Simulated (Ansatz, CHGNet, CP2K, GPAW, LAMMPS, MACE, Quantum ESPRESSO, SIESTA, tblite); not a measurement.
# Which run comes nearest? Liquid Cu15Zr85 (at. %) at 1900 K (61 atoms)

Density of this cell: 6.35 g/cm³. The cell holds 61 atoms: 9 Cu and 52 Zr. Cell: a = 11.159 Å, b = 11.159 Å, c = 11.159 Å, α = 90.0°, β = 90.0°, γ = 90.0°. 61 atoms (9 Cu, 52 Zr) placed at random at 6.06 g/cm³, melted at 2200 K for 10 ps at fixed volume with the Finnis-Sinclair Cu-Zr potential (Mendelev, file CuZr_mm.eam.fs of the LAMMPS distribution). Snapshot at the end of a hold of 10 ps at 1900 K and zero pressure.

Geometry: as built.

The reference, a calculation:

* method: Kohn-Sham DFT, PBE, PAW, plane waves (Ansatz 0.2.0); cutoff 420 eV, Γ point, fermi-dirac smearing of 0.05 eV; PAW set soft_2
* r.m.s. force component: 0.851 eV/Å
* longest force: 3.006 eV/Å
* pressure: -0.3796 GPa
* SCF cycles: 11
* time: 17 s on 8 threads of Arm Neoverse V2, shared host
* CPU time: 2.1 min

In doubt: a PseudoDojo file used here is known to give poor structures and forces (SIESTA), which bears on pressures, cells, forces and phonons.

Q: Estimate the differences from the reference, the CPU time and the memory of each run.
- CP2K PBE, DZVP-UZH, 280/50 Ry, diagonalisation (CP2K 2026.2; 4 MPI ranks)
- SIESTA PBE, SZP, shift 0.01 Ry, mesh 500 Ry (SIESTA 5.4.2; 2 MPI ranks)
- CHGNet r2SCAN potential (CHGNet r2SCAN; 1 thread)
- QE PBE, sssp-1.3.0-efficiency, 60/480 Ry (Quantum ESPRESSO 7.5; 4 MPI ranks)
- SIESTA PBE, DZ, shift 0.01 Ry, mesh 500 Ry (SIESTA 5.4.2; 2 MPI ranks)
- CP2K PBE, DZVP-UZH, 800/50 Ry, diagonalisation (CP2K 2026.2; 4 MPI ranks)
- SIESTA PBE, DZP, shift 0.01 Ry, mesh 500 Ry (SIESTA 5.4.2; 2 MPI ranks)
- MACE MPA-0 medium potential (MACE MPA-0 medium; 1 thread)
- SIESTA PBE, DZP, shift 0.002 Ry, mesh 500 Ry (SIESTA 5.4.2; 4 MPI ranks)
- CHGNet 0.3.0 potential (CHGNet 0.3.0; 1 thread)

Differences are against the plane-wave reference, forces as r.m.s. over components; share is that over the reference's r.m.s. force, slope the least-squares factor from reference forces to these. Total energies of different programs have different zeros and aren't compared.

| run | Δ force, r.m.s. (meV/Å) | share (%) | slope | Δ pressure (GPa) | cores | CPU time | memory (GiB) |
| --- | --- | --- | --- | --- | --- | --- | --- |
| reference | - | - | - | - | 8 | 2.1 min | 2.1 |
| CP2K PBE, DZVP-UZH, 280/50 Ry, diagonalisation (coarse) | 171 | 20.1 | 1.008 | 1.33 | 4 | 26 min | 5.8 |
| SIESTA PBE, SZP, shift 0.01 Ry, mesh 500 Ry (coarse) | 133 | 15.6 | 1.126 | -0.141 | 2 | 14 min | 2.7 |
| CHGNet r2SCAN potential | 514 | 60.4 | 0.428 | -1.13 | 1 | 3.3 s | 0.6 |
| QE PBE, sssp-1.3.0-efficiency, 60/480 Ry | 1.92 | 0.225 | 1.001 | -0.0384 | 4 | 27 min | 5.6 |
| SIESTA PBE, DZ, shift 0.01 Ry, mesh 500 Ry (coarse) | 208 | 24.4 | 1.131 | -7.41 | 2 | 9.4 min | 2.2 |
| CP2K PBE, DZVP-UZH, 800/50 Ry, diagonalisation | 34.5 | 4.06 | 1.018 | 1.07 | 4 | 28 min | 9.6 |
| SIESTA PBE, DZP, shift 0.01 Ry, mesh 500 Ry | 102 | 11.9 | 1.091 | -1.13 | 2 | 20 min | 3.0 |
| MACE MPA-0 medium potential | 216 | 25.4 | 1.010 | 0.0095 | 1 | 7.1 s | 0.79 |
| SIESTA PBE, DZP, shift 0.002 Ry, mesh 500 Ry | 135 | 15.9 | 1.138 | 0.915 | 4 | 44 min | 5.1 |
| CHGNet 0.3.0 potential | 327 | 38.4 | 0.926 | -0.0272 | 1 | 3.4 s | 0.6 |

Rows marked coarse were listed beforehand as settings not expected to be converged; some can still land near the reference.

Times of the machine-learned potentials are mostly Python's start and the loading of weights.

CPU time is summed over cores on a shared host, where runs went side by side, so it is rough. Symmetry, cutoffs, thresholds, outputs and thread counts weren't matched or tuned between programs; memory under MPI is the largest rank's times the ranks.

PBE on plane waves or a grid with other potentials, cutoffs or grids, coarse settings apart, differs from the reference by 0.23 % (QE PBE, sssp-1.3.0-efficiency, 60/480 Ry) of the r.m.s. force; this holds the reference's own error, so differences of a few per cent don't tell which side is nearer the exact PBE result (QE's 60 Ry are 816 eV, against the reference's 420 eV). The PBE runs in local orbitals, coarse settings apart, differ by 4.1 % (CP2K PBE, DZVP-UZH, 800/50 Ry, diagonalisation) to 16 % (SIESTA PBE, DZP, shift 0.002 Ry, mesh 500 Ry); basis, grid and potentials can all enter. Machine-learned potentials differ by 25 % (MACE MPA-0 medium potential) to 60 % (CHGNet r2SCAN potential); they were trained on other programs' data, some at another functional. Runs with settings chosen to be coarse differ by 16 % (SIESTA PBE, SZP, shift 0.01 Ry, mesh 500 Ry) to 24 % (SIESTA PBE, DZ, shift 0.01 Ry, mesh 500 Ry), their programs' other errors included. The electron count is odd in these runs, and they have no spin polarisation, so the unpaired electron is spread evenly over both spins. Machine-learned potentials mimic data converged in k, so the reference's own k-point error enters their differences. The network of bonds at the start is that of the classical potential that made the cell, and needn't be the one that DFT or experiment would give. The electron count is odd and the run has no spin polarisation, so levels at the top are partly filled by construction. The electronic-structure runs sample only Γ, in a cell whose shortest periodic width is 11 Å, which is coarse for a cell with partly filled levels.

[Hosts, paths, dates, database ids (printed as entryN), source tags and the programs' standing remarks are cut or masked in the printed files.]
